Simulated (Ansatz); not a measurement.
# Be4Bi2O (built on the Ca4Bi2O structure): following an unstable mode, part 3 of 3

Which phase does Be4Bi2O (built on the Ca4Bi2O structure) fall into along its unstable mode, and how much energy does it gain?

Ansatz 0.2.0; DFT PBEsol, scalar-relativistic, plane waves, PAW.

So far. Step 5 (Energy along the mode, all amplitudes (two of the runs …): The lowest step is at 0.32 Å, 73.9 meV/atom below the parent, and the energy rises beyond it. Step 7 (The new phase in its own primitive cell): The largest force component left is 0.28 meV/Å and the pressure is 0.000 GPa, within the tolerances set. The cell now holds 15.30 Å³/atom. The relaxed cell has a, b, c = 5.954, 11.058, 6.505 Å (conventional setting).

The structure was built from a prototype and need not be the compound's stable phase.

**8. Modes of the new phase, k-mesh 10×10×10**

A relaxed structure may still be a saddle point, so its zone-centre modes are computed. No field response is asked, since the mesh shows no gap.

The input, input.yaml:

```yaml
crystal:
  lattice:
    - [0.0, 5.5291391332, 3.2525361866]
    - [2.9771913598, 0.0, 3.2525361866]
    - [2.9771913598, 5.5291391332, 0.0]
  atoms:
    - { symbol: Be, position: [0.5106864845, 0.3049412221, 0.6950587779] }
    - { symbol: Be, position: [0.9478474237, 0.5414837481, 0.0521525763] }
    - { symbol: Be, position: [0.3049412221, 0.5106864845, 0.4893135155] }
    - { symbol: Be, position: [0.5414837481, 0.9478474237, 0.4585162519] }
    - { symbol: Bi, position: [0.8507751816, 0.1848691488, 0.8151308512] }
    - { symbol: Bi, position: [0.1848691488, 0.8507751816, 0.1492248184] }
    - { symbol: O, position: [0.5891549225, 0.5891549225, 0.4108450775] }
kpoints:
  mp_grid: { grid: [10, 10, 10] }
hamiltonian:
  xc: pbesol
scf:
  occupations: { method: methfessel_paxton, width: 0.2 }
output:
  eigenvalues: true
phonons:
  method: dfpt
```

Launch:

```
$ ansatz run input.yaml --threads 8 --pin off --max-ram 14336MiB --backend cpu --events-out ev --progress --plain --runs-dir out
```

What it wrote:

```text
[...]
Crystal: 7 atoms, lattice volume = 107.082 Å³
Basis set: ecut = 420 eV, 2101 PW (Γ), exchange–correlation on 96×96×96 points (8 copies of the dense FFT grid, shifted against one another)
Bands: 29, of which v1, the nominal top of the filled ones, is band 22 counted from 1 (21 counted from 0)
Symmetry: 4 space group operations
k-points: 504 of 1000 (irreducible under 1 space group operation, time reversal used)
[...]
SCF iter   1: F=—  HF=-25405.675473 eV  |F-HF|=—  |Δ(HF+E_count)|=         —  Δρ=7.18e-3  dr2=8.82e-2  ethr=1.77e-3  ⟨swp⟩=7.3  Hψ=75827  notcnv=0
[...]
SCF iter  11: F=-25405.650132 eV  HF=-25405.650132 eV  |F-HF|=1.46e-11  |Δ(HF+E_count)|=  7.28e-12  S|Δr|=    0.00e0  Δρ=5.51e-8  dr2=5.12e-12  ethr=1.00e-12  ⟨swp⟩=11.2  Hψ=81372  notcnv=0
SCF 1 converged in 11 iterations: F = -25405.650132 eV  dr2 = 5.12e-12
[...]
DFPT response loops at Γ: preconditioner auto → Kerker (q_TF=auto, 2.352 Å⁻¹) (partly filled bands, converged f_vac=0.000); β = 1.00, the filter's whole step (`scf.mixing.beta` (0.50) is not read by the response loops under this deck's `scf.mixing.preconditioner`; to damp them name `kerker` or `kerker_dos`, under which they read `scf.mixing.beta`, and type it under 1.00, their step now; both keys bind the ground state too); Broyden in place of MSR1
SCF converged after 11 iterations
[...]
Free energy (F): -25405.650132 eV
[...]
Internal energy: -25405.653113 eV  (E = F + TS)
E sigma→0 (E₀):  -25405.650878 eV
Entropy (-TS):   0.002981 eV (0.426 meV/atom)
Fermi energy:    9.785641 eV
[...]
--- Band table (eV; the first three rows and the last of 504) ---
  k-point 0: bands = [... 18 lower, 7.5539, 8.1850, 8.2432, 8.9618, 10.0010, 10.0836, 10.6721, 13.5567, ... 3 higher]
  k-point 1: bands = [... 18 lower, 7.5196, 7.7038, 8.5953, 8.9237, 9.6432, 10.8152, 11.1570, 13.5843, ... 3 higher]
  k-point 2: bands = [... 18 lower, 6.8366, 7.9201, 8.6879, 8.9352, 9.5504, 11.6619, 12.2857, 13.1284, ... 3 higher]
  k-point 503: bands = [... 18 lower, 7.4388, 7.7252, 8.6531, 9.4107, 10.0367, 10.5099, 12.6128, 13.2860, ... 3 higher]
--- Phonons (Γ-DFPT): 12 representative perturbations + reference, on 504 of 1000 k-points (Σ response iterations 41) ---
  k mesh reduced under 1 symmetry operation, with k and −k counted as one. Each operation leaves every solved perturbation unchanged. A smaller set is not used because it would not reduce the number of displacements times k-points to solve
  ASR residual: 4.246e-5 → 0.000e0 eV/Å²; symmetrization residual: 3.180e-6 eV/Å²
  ASR residual per site (eV/Å²): 7.33e-6 9.95e-6 7.33e-6 9.95e-6 3.07e-5 3.07e-5 4.25e-5
[...]
non-analytic LO–TO correction: not included (Born effective charges unavailable; polar crystals: no LO–TO splitting at Γ)
```

The job ended after 6.4 min (8 threads of AMD EPYC 7R43, shared host; peak memory 5.7 GiB).

This step gave:

```
sum-rule residual before enforcement                    : 4.25e-5 eV/Å²
point group                                             : mm2
highest optical mode at the zone centre (no LO-TO term) : 860.1 cm⁻¹
lowest optical zone-centre mode                         : -105.4 cm⁻¹
```

Patterns of degenerate modes are one choice out of their space. The modes at Γ (shares of kinetic energy by element, %) (negative means imaginary):

| mode | frequency (cm⁻¹) | symmetry | Be % | Bi % | O % |
| --- | --- | --- | --- | --- | --- |
| 1 | -105.4 | B1 | 93 | 4 | 3 |
| 2 | 0.0 | acoustic | 8 | 89 | 3 |
| 3 | 0.0 | acoustic | 8 | 89 | 3 |
| 4 | 0.0 | acoustic | 8 | 89 | 3 |
| 5 | 67.2 | A2 | 4 | 96 | 0 |
| 6 | 68.4 | B2 | 0 | 100 | 0 |
| 7 | 86.8 | A1 | 2 | 97 | 1 |
| 8 | 109.6 | A2 | 96 | 4 | 0 |
| 9 | 151.7 | B1 | 96 | 4 | 0 |
| 10 | 201.3 | A1 | 56 | 12 | 32 |
| 11 | 218.1 | B1 | 39 | 4 | 57 |
| 12 | 225.6 | A2 | 100 | 0 | 0 |
| 13 | 228.4 | A1 | 91 | 0 | 9 |
| 14 | 237.9 | B2 | 57 | 11 | 32 |
| 15 | 284.8 | B2 | 66 | 0 | 34 |
| 16 | 329.9 | B2 | 100 | 0 | 0 |
| 17 | 381.3 | A1 | 88 | 2 | 10 |
| 18 | 617.4 | B2 | 70 | 0 | 30 |
| 19 | 723.0 | A1 | 87 | 0 | 13 |
| 20 | 811.9 | B1 | 64 | 0 | 36 |
| 21 | 860.1 | A1 | 68 | 0 | 32 |

Displacements in mode 1 (-105.4 cm⁻¹), the largest set to 1:
```
Be1  1.00  0.00  0.00
Be2 -0.09  0.00 -0.46
Be3  1.00  0.00  0.00
Be4 -0.09  0.00  0.46
Bi5 -0.05  0.00  0.00
Bi6 -0.05  0.00  0.00
O7   0.22  0.00  0.00
```

Displacements in mode 21 (860.1 cm⁻¹), the largest set to 1:
```
Be1  0.00  0.18 -0.02
Be2  1.00  0.00 -0.76
Be3  0.00 -0.18 -0.02
Be4 -1.00  0.00 -0.76
Bi5  0.00  0.00  0.00
Bi6  0.00  0.00  0.00
O7   0.00  0.00  0.92
```

Before it was imposed, the acoustic sum rule was missed by 4.2e-5 eV/Å². Small misses are needed for a sound result but don't prove that mesh and cutoff are converged. The lowest optical mode is imaginary, 105.4i cm⁻¹, so the energy falls along it.

**9. Results**

| Property | Result |
| --- | --- |
| unstable mode of the parent | q = (0, 0, 0), 442i cm⁻¹ |
| depth at the lowest point sampled | 73.9 meV/atom |
| largest atomic shift at that point | 0.32 Å |
| space group reached | Fmm2 |
| energy gained over the parent (first relaxation, on the mesh of the frozen mode) | 203 meV/atom |
| volume per atom, phase reached | 15.3 Å³ |
| lowest optical zone-centre mode, phase reached | -105 cm⁻¹ |
| highest optical mode at the zone centre (no LO-TO term), phase reached | 860 cm⁻¹ |

In words: Along this mode the structure falls into Fmm2, 203 meV/atom below the parent. At the parent's cell the well is 73.91 meV/atom deep on the steps tried, with its lowest point at a shift of 0.32 Å. Relaxing atoms and cell changes the gain by +128.68 meV/atom against the lowest step (energies at zero smearing). Most of the total comes from this relaxation. The new phase still has an imaginary mode at the zone centre of its cell, so it is a saddle point on the way to a lower structure. Of the 5 patterns followed from this parent, this one ends 50.7 meV/atom above the lowest, P2_1/m. Each path keeps the symmetry of its pattern, so a lower phase may lie along a pattern not tried. The q mesh stands for a supercell only 8.3 Å across, so branches between the solved wavevectors are rough. With no gap, or one that is small against the smearing, the frequencies hang on the k mesh and the smearing, most of all near Kohn anomalies. Spin-orbit coupling is left out, which can matter for the heavy elements here. A phonon run warned that its eigensolver left some bands unconverged in a pass. The starting cell was built on a prototype and not taken from a measurement, so the phase need not exist.

[Long decimals in the printed logs are rounded to 6 places.]

[Logs are printed without paths, hosts, clocks, repeated set-up lines and the standing remarks that a program may print on its own settings, such as how far it seeks lower states.]

[Hosts, paths, dates, database ids (printed as entryN), source tags and the programs' standing remarks are cut or masked in the printed files.]

[Where the starting crystal was built by hand or by swapping elements, it need not be the compound's stable phase.]
